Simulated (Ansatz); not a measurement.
# Random alloy of the diamond Si-C (dilute carbon) line, x = 0.1094 (64 atoms) under strain, part 2 of 3

Aim: relax random alloy of the diamond Si-C (dilute carbon) line, x = 0.1094 (64 atoms), then change its volume and shape to read moduli from the stress.

Ansatz 0.2.0; Kohn-Sham DFT, PBE, PAW (set soft_2), plane waves.

The cell: 57 Si and 7 C. The Brillouin zone is sampled at Γ only.

So far. Step 2 (Single point at the start): The r.m.s. force at the start is 1.1 eV/Å. Step 3 (Cell and atoms relaxed): The relaxation converged after 10 steps, with a largest force component of 0.028 eV/Å.

### 4. Single point at the relaxed geometry

One more single point at the end of the walk gives the fuller output and checks the residual forces.

input.yaml

```yaml
crystal:
  lattice:
    - [10.49874, -0.01547, -0.00518]
    - [-0.01547, 10.50904, -0.00636]
    - [-0.00518, -0.00636, 10.45611]
  atoms:
    - { symbol: Si, position: [0.03228, 0.02743, 0.03072] }
    - { symbol: C, position: [0.15814, 0.15257, 0.11677] }
    - { symbol: Si, position: [0.02612, 0.241, 0.21844] }
    - { symbol: Si, position: [0.12193, 0.37348, 0.36876] }
    - { symbol: Si, position: [0.23632, 0.02213, 0.22738] }
    - { symbol: Si, position: [0.38022, 0.14388, 0.34932] }
    [... 52 atom lines left out ...]
    - { symbol: Si, position: [0.50425, 0.73862, 0.75059] }
    - { symbol: Si, position: [0.62595, 0.87419, 0.88011] }
    - { symbol: C, position: [0.75764, 0.49912, 0.75831] }
    - { symbol: Si, position: [0.87978, 0.59433, 0.87698] }
    - { symbol: Si, position: [0.75434, 0.74137, 0.49912] }
    - { symbol: Si, position: [0.87544, 0.87194, 0.62544] }
kpoints:
  mp_grid: { grid: [1, 1, 1] }
hamiltonian:
  xc: pbe
scf:
  occupations: { method: fixed }
output:
  forces: true
  stress: true
  populations: true
  dos:
    method: { smearing: { sigma: 0.08 } }
    de: 0.1
    projected: { site_lists: { C: [C], Si: [Si] } }
  eigenvalues: true
  write_density: true
  write_potential: true
  volumetric_format: npy
```

Launch:

```sh
> ansatz run input.yaml --threads 4 --pin off --max-ram 8192MiB --backend cpu --events-out ev --progress --plain --runs-dir out
```

Numbers of over 12 decimals in the logs are rounded to 6 here.

The program printed:

```text
[...]
Crystal: 64 atoms, lattice volume = 1153.637 Å³
Basis set: ecut = 420 eV, 22593 PW (Γ), exchange–correlation on 144×144×144 points (8 copies of the dense FFT grid, shifted against one another)
Bands: 192, of which v1, the nominal top of the filled ones, is band 128 counted from 1 (127 counted from 0)
Symmetry: 1 space group operations
[...]
k-points: 1
[...]
SCF iter   1: F=—  HF=-37978.483609 eV  |F-HF|=—  |Δ(HF+E_count)|=         —  Δρ=4.01e-3  dr2=3.01e-1  ethr=1.77e-3  ⟨swp⟩=5.0  Hψ=711  notcnv=0  defer=62
[...]
SCF iter   9: F=-37978.428786 eV  HF=-37978.428786 eV  |F-HF|=7.86e-10  |Δ(HF+E_count)|=   9.65e-8  Δρ=9.06e-7  dr2=1.29e-8  ethr=3.91e-11  ⟨swp⟩=24.0  Hψ=2001  notcnv=0
SCF 1 converged in 9 iterations: F = -37978.428786 eV  dr2 = 1.29e-8
[...]
SCF converged after 9 iterations
Free energy (F): -37978.428786 eV
[...]
Internal energy: -37978.428786 eV  (E = F + TS)
E sigma→0 (E₀):  -37978.428786 eV
Fermi energy:    6.954355 eV
[...]
--- Forces (eV/Å), atoms counted from 1 ---
  atom   1  Si     0.00628494     0.00857318     0.01311485
  atom   2  C      0.00039786     0.01672666     0.01171825
  atom   3  Si    -0.00446812    -0.01241608    -0.01616206
  atom   4  Si    -0.01025617     0.01581067     0.01285552
  atom   5  Si    -0.01503159    -0.00410134    -0.00951416
  atom   6  Si     0.00797964    -0.00486986     0.00017475
  atom   7  C      0.00723815    -0.02900045    -0.01594192
  atom   8  C      0.01881798     0.02002559     0.00765697
  atom   9  Si    -0.00178747    -0.00321198    -0.00126771
  atom  10  Si     0.00198601     0.00064784    -0.00107958
  atom  11  Si    -0.00793144     0.00380761     0.00087366
  atom  12  Si     0.00301106     0.00649173     0.00919148
  atom  13  Si     0.00308672    -0.00467640    -0.00288335
  atom  14  Si    -0.00070362     0.00160071     0.00265829
[...]
atom  63  Si    -0.00371043    -0.00747732    -0.00115026
  atom  64  Si     0.00334707     0.00465309     0.00653606
  max |Σ_I F_I| component: 3.42e-5 eV/Å
--- Stress (GPa, compression-positive) ---
        0.000743      -0.017247       0.010539
       -0.017247       0.009632      -0.001373
        0.010539      -0.001373      -0.023563
  P = ⅓ Tr σ = -0.0044 GPa (-0.044 kbar)
--- Band table (eV) ---
[...]
--- Löwdin populations: 64 sites ---
  site symbol       q [e]
     0     Si      3.7846
     1      C      4.5591
     2     Si      3.7520
[...]
63     Si      3.9569
  spilling = 0.009417 (of n_electrons = 256.000000)
```

Run time: 9.4 s. Hardware: 4 threads of Arm Neoverse V1, shared host; peak memory 1 GiB.

Read from the output:

```
free energy                                      : -37978.4288 eV
free energy per atom                             : -593.4130 eV/atom
SCF cycles                                       : 9
pressure                                         : -0.004396 GPa
r.m.s. force component                           : 0.00777 eV/Å
longest force                                    : 0.03388 eV/Å
Fermi energy                                     : 6.954 eV
gap (highest filled to lowest empty level) : 0.1759 eV
spilling of the projection                       : 0.009417
```

Löwdin charges by element and coordination (they lack the spilled electrons, 0.038 e an atom on average):

```
element  coordination  atoms  mean charge (e)  spread    least    most
      C           all      7           -0.578   0.211   -0.801  -0.281
      C             3      1           -0.288       0   -0.288  -0.288
      C             4      6           -0.627   0.188   -0.801  -0.281
     Si           all     57            0.113   0.140  -0.0335   0.520
     Si             3      1            0.413       0    0.413   0.413
     Si             4     56            0.108   0.135  -0.0335   0.520
```

Charge against the make-up of the first shell:

```
Si neighbours of Si  atoms  mean charge (e)
                  2      3            0.478
                  3     16            0.262
                  4     38            0.022
```

States in the cell by windows of 1 eV, zero at the Fermi level; the larger projections on atomic orbitals stand beside the total:

```
from (eV)  to (eV)  total  Si p  Si s  C p
      -16      -15    0.0   0.0   0.0  0.0
      -15      -14    2.0   0.3   0.3  0.1
      -14      -13    4.2   0.8   1.2  0.2
      -13      -12    4.4   1.1   1.3  0.1
      -12      -11    6.7   1.5   4.2  0.4
      -11      -10   19.7   5.6  12.7  0.7
      -10       -9   12.9   3.5   8.2  0.7
       -9       -8   14.1   4.7   7.4  1.3
       -8       -7   26.0  11.0  13.0  1.7
       -7       -6   10.1   4.2   3.5  2.0
       -6       -5   17.6   8.4   5.9  3.1
       -5       -4   30.3  22.1   2.8  5.0
       -4       -3   36.1  29.1   4.3  2.1
       -3       -2   22.4  18.1   0.6  3.4
       -2       -1   33.0  29.9   0.3  2.3
       -1        0   14.9  13.8   0.2  0.4
        0        1   20.9  11.3   5.4  0.6
        1        2   15.3   8.0   5.0  0.4
        2        3   35.5  19.4   7.3  1.9
        3        4   33.5  18.5   3.2  2.0
```

The curve was stored every 0.100 eV, coarse against its broadening of 0.08 eV, so these counts are rough.

With fixed occupations the program's Fermi level is the highest filled level.

The levels nearest the highest filled one (over half full), pooled over k-points and spins:

```
level less the highest filled one (eV)  occupation
                                -0.928           2
                                -0.896           2
                                -0.831           2
                                -0.158           2
                                -0.133           2
                                     0           2
                                 0.176           0
                                 0.209           0
                                 0.375           0
                                 0.418           0
                                 0.506           0
                                 0.567           0
```

Valence density in the ac plane at fractional y = 0.249, with atoms of Si and C within 0.2 Å of it. It is the smooth field of the valence electrons, not physical close to the nuclei.

Ten steps, logarithmic in the rise over the least value, from '0' (0.0 e/Å³) to '9' (1.7 e/Å³), each cell a mean:
```
22334678876432111356655665432
34444456666554322345666665443
55544334455665544445555555555
66553212345666665544333345666
56653101234676666643211235666
36653100124565346653100135664
66654210124566566653211134666
66654322234566666654322234556
55555444445555555555444444444
33445666665443334456665543322
12346666665432112456666654210
01346654566421002356644664310
01346654666431112456645665321
22346666666532223456666765432
34455556666544344566666655543
55555444455565555555444445555
66664322345678765544322234556
66664311135799986543210123566
44665321135799987543210013566
65666543345789987654432123566
66666666666667766665544334566
54556788876554445566666554445
22346799986432223567766665433
11235799986421112456644665421
```
Columns run along a (10.5 Å), rows up along c (10.5 Å). Atoms in or near the plane, at fractional coordinates: Si at (0.03, 0.22), C at (0.26, 0.04), Si at (0.00, 0.76), Si at (0.25, 0.49), C at (0.47, 0.22), Si at (0.74, 0.00), Si at (0.50, 0.76), Si at (0.74, 0.49).

Electrostatic potential energy in the ac plane at fractional y = 0.249, with atoms of Si and C within 0.2 Å of it. With pseudopotentials it is smooth inside the atoms' cores, unlike the true potential.

Ten even steps from '0' (-51 eV) to '9' (10 eV), each cell a mean:
```
99999987889999999997301489999
99999999988899999998766899999
99999999988899999999999999999
68999999999998778999999999987
13799999999974126899999999851
01699999999961003899999999730
14899999999973115899999999852
78999999999987678999999999987
99999999999999999999999999999
99999988899999999999988999999
99999743579999999998644789999
99998500158999999997200489999
99998510158999999997200489999
99999854689999999998644789999
99999998999999999999988999999
99999999998899999899999999999
77899999999988899999999999998
11489999999852379999999999985
00279999999820069999999999972
11489999999963488889999999984
77899999999999998889999999998
99999975689999999889888899999
99999820169999999998533689999
99999830279999999997200389999
```
Columns run along a (10.5 Å; values clipped at the 3rd and 97th percentile), rows up along c (10.5 Å). Atoms in or near the plane, at fractional coordinates: Si at (0.03, 0.22), C at (0.26, 0.04), Si at (0.00, 0.76), Si at (0.25, 0.49), C at (0.47, 0.22), Si at (0.74, 0.00), Si at (0.50, 0.76), Si at (0.74, 0.49).

Occupations were fixed, yet the highest filled and lowest empty levels lie only 0.18 eV apart (at Γ alone), so the cell may have no gap and the filling was imposed. Mean Löwdin charges: C -0.58, Si +0.11 e (they miss 0.94 % of the electrons, so they add up to more than the cell's charge). The charge on Si changes by -0.234 e for each Si neighbour that takes the place of another kind, on average. Within 0.4 eV of the Fermi level the largest share is Si p (76 % of the projected weight).

### 5. Volume -3 %

The relaxed cell is scaled evenly and the atoms are relaxed again; the stress at the end gives one point of P(V).

input.yaml, the sections that differ from step 4:

```yaml
crystal:
  lattice:
    - [10.39268, -0.01531, -0.00513]
    - [-0.01531, 10.40288, -0.0063]
    - [-0.00513, -0.0063, 10.35049]
  atoms:
    [... the 64 atom lines of step 4 ...]
output:
  forces: true
  eigenvalues: true
  stress: true
relax:
  f_tol: 0.05
  max_steps: 70
# kpoints, hamiltonian, scf: as in step 4
```

The program printed:

```text
Warning: output.stress: scf.convergence.dr2_threshold = 1e-7 eV (the SCF's general default) is looser than the 6.4e-9 eV advised for a printed stress (1e-10 eV for each atom of the cell: 64). What an SCF threshold leaves in a stress goes as its square root, and in the free energy as the threshold itself, and one threshold admits the most on a small cell: [...]
[...]
Crystal: 64 atoms, lattice volume = 1119.028 Å³
Basis set: ecut = 420 eV, 21937 PW (Γ), exchange–correlation on 144×144×144 points (8 copies of the dense FFT grid, shifted against one another)
Bands: 192, of which v1, the nominal top of the filled ones, is band 128 counted from 1 (127 counted from 0)
Symmetry: 1 space group operations
[...]
k-points: 1
[...]
SCF iter   1: F=—  HF=-37978.140169 eV  |F-HF|=—  |Δ(HF+E_count)|=         —  Δρ=4.24e-3  dr2=3.07e-1  ethr=1.77e-3  ⟨swp⟩=5.0  Hψ=711  notcnv=0  defer=62
[...]
SCF iter   5: F=—  HF=-37978.079086 eV  |F-HF|=—  |Δ(HF+E_count)|=   6.52e-4  Δρ=9.28e-5  dr2=1.52e-4  ethr=3.59e-7  ⟨swp⟩=2.0  Hψ=263  notcnv=0  defer=62
SCF iter   6: F=-37978.079140 eV  HF=-37978.079153 eV  |F-HF|=1.28e-5  |Δ(HF+E_count)|=   6.70e-5  Δρ=4.00e-5  dr2=3.04e-5  ethr=2.44e-8  ⟨swp⟩=18.0  Hψ=1539  notcnv=0
SCF 1 converged in 6 iterations: F = -37978.079140 eV  dr2 = 3.04e-5
[...]
relax step   1: F+E_penalty+E_count = -37978.07914009 eV  Δ(F+E_penalty+E_count) = +0.000e0 eV  max|allowed force component| = 1.711e-1 eV/Å  Δτ_max = 0.0000 Å  (6 SCF iters, dr2 threshold 6.25e-5 eV, accepted)
[...]
relax step   2: F+E_penalty+E_count = -37978.10968278 eV  Δ(F+E_penalty+E_count) = -3.054e-2 eV  max|allowed force component| = 9.741e-2 eV/Å  Δτ_max = 0.0217 Å  (8 SCF iters, accepted)
[...]
relax step   3: F+E_penalty+E_count = -37978.12687504 eV  Δ(F+E_penalty+E_count) = -1.719e-2 eV  max|allowed force component| = 6.623e-2 eV/Å  Δτ_max = 0.0353 Å  (8 SCF iters, accepted)
relax step   4: F+E_penalty+E_count = -37978.13051559 eV  Δ(F+E_penalty+E_count) = -3.641e-3 eV  max|allowed force component| = 6.104e-2 eV/Å  Δτ_max = 0.0178 Å  (7 SCF iters, accepted)
relax step   5: F+E_penalty+E_count = -37978.13299115 eV  Δ(F+E_penalty+E_count) = -2.476e-3 eV  max|allowed force component| = 5.338e-2 eV/Å  Δτ_max = 0.0156 Å  (7 SCF iters, accepted)
[...]
relax step   6: F+E_penalty+E_count = -37978.13474321 eV  Δ(F+E_penalty+E_count) = -1.752e-3 eV  max|allowed force component| = 3.724e-2 eV/Å  Δτ_max = 0.0081 Å  (6 SCF iters, accepted)
SCF converged after 6 iterations
Free energy (F): -37978.134743 eV
[...]
Internal energy: -37978.134743 eV  (E = F + TS)
E sigma→0 (E₀):  -37978.134743 eV
Fermi energy:    7.263793 eV
[...]
Σ components = -37978.134743   (vs F -37978.134743, Δ=0.00e0)
--- Forces (eV/Å), atoms counted from 1 ---
  atom   1  Si    -0.00498261    -0.00834025    -0.00769126
  atom   2  C      0.02615783     0.01313929     0.00012428
  atom   3  Si    -0.00870641     0.00790955     0.01094470
  atom   4  Si    -0.00231098    -0.00763779    -0.00961482
[...]
atom  64  Si     0.00113444    -0.00043504    -0.00618855
  max |Σ_I F_I| component: 7.39e-5 eV/Å
--- Stress (GPa, compression-positive) ---
        3.096595      -0.335312      -0.069207
       -0.335312       2.945184      -0.111720
       -0.069207      -0.111720       2.456816
  P = ⅓ Tr σ = 2.8329 GPa (28.329 kbar)
--- Band table (eV) ---
[...]
--- Relaxed structure (6 steps of the walk, 6 accepted, 0 SCFs on fresh bases) ---
  F+E_penalty+E_count = -37978.13474321 eV   max|allowed force component| = 3.724e-2 eV/Å
  atoms:
    - { symbol: Si, position: [0.034874, 0.028663, 0.037225] }
    - { symbol: C, position: [0.160299, 0.156978, 0.118397] }
    - { symbol: Si, position: [0.024647, 0.241535, 0.217213] }
    - { symbol: Si, position: [0.118158, 0.376728, 0.369096] }
[...]
- { symbol: Si, position: [0.873338, 0.869613, 0.623744] }
```

Elapsed: 38 s, on 4 threads; peak memory 1 GiB.

The program notes that the SCF threshold is loose for the stress.

The relaxation converged after 6 steps, 0.0556 eV below its start, with a largest force component of 0.037 eV/Å.

Volume -3 %: the energy stands 0.294 eV above that of the reference, at a pressure of 2.83 GPa.

### 6. Volume +3 %

The relaxed cell is scaled to another volume.

Input and log are left out; they have the form of those shown for this kind of step.

The job ended after 26 s (4 threads of Arm Neoverse V1, shared host; peak memory 1 GiB; 100 s of CPU time).

The relaxation converged after 4 steps, 0.0265 eV below its start, with a largest force component of 0.026 eV/Å.

Volume +3 %: the energy stands 0.293 eV above that of the reference, at a pressure of -2.62 GPa.

### 7. Volume -6 %

The relaxed cell is scaled to another volume.

Input and log are left out; they have the form of those shown for this kind of step.

It took 61 s on 4 threads of Arm Neoverse V1, shared host; peak memory 0.98 GiB.

The relaxation converged after 11 steps, 0.253 eV below its start, with a largest force component of 0.047 eV/Å.

Volume -6 %: the energy stands 1.23 eV above that of the reference, at a pressure of 5.96 GPa.

### 8. Volume +6 %

The relaxed cell is scaled to another volume.

Input and log are left out; they have the form of those shown for this kind of step.

Elapsed: 27 s, on 4 threads of Arm Neoverse V1, shared host; peak memory 1 GiB.

The relaxation converged after 4 steps, 0.0936 eV below its start, with a largest force component of 0.039 eV/Å.

Volume +6 %: the energy stands 1.12 eV above that of the reference, at a pressure of -4.93 GPa.

### 9. Volume -10 %

The relaxed cell is scaled to another volume.

Input and log are left out; they have the form of those shown for this kind of step.

Wall time 74 s (4 threads of Arm Neoverse V1, shared host); peak memory 0.97 GiB.

The relaxation converged after 13 steps, 0.836 eV below its start, with a largest force component of 0.044 eV/Å.

Volume -10 %: the energy stands 3.58 eV above that of the reference, at a pressure of 10.5 GPa.

### 10. Stretched by 1 % along x

The relaxed cell is strained along x alone, which gives the stiffness along x and its coupling to y and z.

input.yaml, the sections that differ from step 5:

```yaml
crystal:
  lattice:
    - [10.60373, -0.01547, -0.00518]
    - [-0.01562, 10.50904, -0.00636]
    - [-0.00523, -0.00636, 10.45611]
  atoms:
    [... the 64 atom lines of step 4 ...]
# kpoints, hamiltonian, scf, output, relax: as in step 5
```

The program printed:

```text
[...]
Crystal: 64 atoms, lattice volume = 1165.174 Å³
Basis set: ecut = 420 eV, 22783 PW (Γ), exchange–correlation on 144×144×144 points (8 copies of the dense FFT grid, shifted against one another)
Bands: 192, of which v1, the nominal top of the filled ones, is band 128 counted from 1 (127 counted from 0)
Symmetry: 1 space group operations
[...]
k-points: 1
[...]
SCF iter   1: F=—  HF=-37978.422713 eV  |F-HF|=—  |Δ(HF+E_count)|=         —  Δρ=3.95e-3  dr2=3.01e-1  ethr=1.77e-3  ⟨swp⟩=5.0  Hψ=711  notcnv=0  defer=62
[...]
SCF iter   5: F=—  HF=-37978.368764 eV  |F-HF|=—  |Δ(HF+E_count)|=   6.96e-4  Δρ=8.73e-5  dr2=1.50e-4  ethr=3.56e-7  ⟨swp⟩=2.0  Hψ=263  notcnv=0  defer=62
SCF iter   6: F=-37978.368825 eV  HF=-37978.368840 eV  |F-HF|=1.42e-5  |Δ(HF+E_count)|=   7.54e-5  Δρ=4.15e-5  dr2=3.34e-5  ethr=2.44e-8  ⟨swp⟩=19.0  Hψ=1533  notcnv=0
SCF 1 converged in 6 iterations: F = -37978.368825 eV  dr2 = 3.34e-5
[...]
relax step   1: F+E_penalty+E_count = -37978.36882545 eV  Δ(F+E_penalty+E_count) = +0.000e0 eV  max|allowed force component| = 7.428e-2 eV/Å  Δτ_max = 0.0000 Å  (6 SCF iters, dr2 threshold 6.25e-5 eV, accepted)
[...]
SCF iter   1: F=—  HF=-37978.371858 eV  |F-HF|=—  |Δ(HF+E_count)|=         —  Δρ=4.14e-4  dr2=1.91e-3  ethr=6.95e-7  ⟨swp⟩=2.0  Hψ=528  notcnv=0  defer=62
[...]
SCF iter   5: F=—  HF=-37978.372206 eV  |F-HF|=—  |Δ(HF+E_count)|=   6.74e-8  Δρ=4.40e-6  dr2=3.09e-7  ethr=1.57e-9  ⟨swp⟩=2.0  Hψ=264  notcnv=0  defer=56
SCF iter   6: F=-37978.372206 eV  HF=-37978.372206 eV  |F-HF|=2.23e-8  |Δ(HF+E_count)|=   1.42e-7  Δρ=1.88e-6  dr2=7.56e-8  ethr=3.91e-11  ⟨swp⟩=12.0  Hψ=1015  notcnv=0
SCF 2 converged in 6 iterations: F = -37978.372206 eV  dr2 = 7.56e-8
relax step   2: F+E_penalty+E_count = -37978.37220604 eV  Δ(F+E_penalty+E_count) = -3.381e-3 eV  max|allowed force component| = 4.740e-2 eV/Å  Δτ_max = 0.0085 Å  (6 SCF iters, accepted)
SCF converged after 6 iterations
Free energy (F): -37978.372206 eV
[...]
Internal energy: -37978.372206 eV  (E = F + TS)
E sigma→0 (E₀):  -37978.372206 eV
Fermi energy:    6.859005 eV
[...]
Σ components = -37978.372206   (vs F -37978.372206, Δ=0.00e0)
--- Forces (eV/Å), atoms counted from 1 ---
  atom   1  Si    -0.00516707    -0.00399241    -0.00426722
  atom   2  C      0.00633618     0.00491858     0.00546932
  atom   3  Si     0.00763969     0.00523835    -0.01047139
  atom   4  Si     0.00848438     0.00561008     0.01332380
[...]
atom  64  Si     0.00364166     0.00454201     0.00236798
  max |Σ_I F_I| component: 7.12e-5 eV/Å
--- Stress (GPa, compression-positive) ---
       -1.587635      -0.070370      -0.007384
       -0.070370      -0.640340      -0.028809
       -0.007384      -0.028809      -0.753483
  P = ⅓ Tr σ = -0.9938 GPa (-9.938 kbar)
--- Band table (eV) ---
[...]
--- Relaxed structure (2 steps of the walk, 2 accepted, 0 SCFs on fresh bases) ---
  F+E_penalty+E_count = -37978.37220604 eV   max|allowed force component| = 4.740e-2 eV/Å
  atoms:
    - { symbol: Si, position: [0.032557, 0.027464, 0.030728] }
    - { symbol: C, position: [0.158269, 0.152712, 0.117000] }
    - { symbol: Si, position: [0.026284, 0.241210, 0.218564] }
    - { symbol: Si, position: [0.121962, 0.373739, 0.369098] }
[...]
- { symbol: Si, position: [0.875333, 0.872027, 0.625552] }
```

The job ended after 13 s (4 threads; peak memory 1 GiB).

The relaxation converged after 2 steps, 0.00338 eV below its start, with a largest force component of 0.047 eV/Å.

Stretched by 1 % along x: the energy stands 0.0566 eV above that of the reference, at a pressure of -0.994 GPa.

(Continued in part 3 of 3.)

[Logs are printed without paths, hosts, clocks, repeated set-up lines and the standing remarks that a program may print on its own settings, such as how far it seeks lower states.]

[Hosts, paths, dates, database ids (printed as entryN), source tags and the programs' standing remarks are cut or masked in the printed files.]
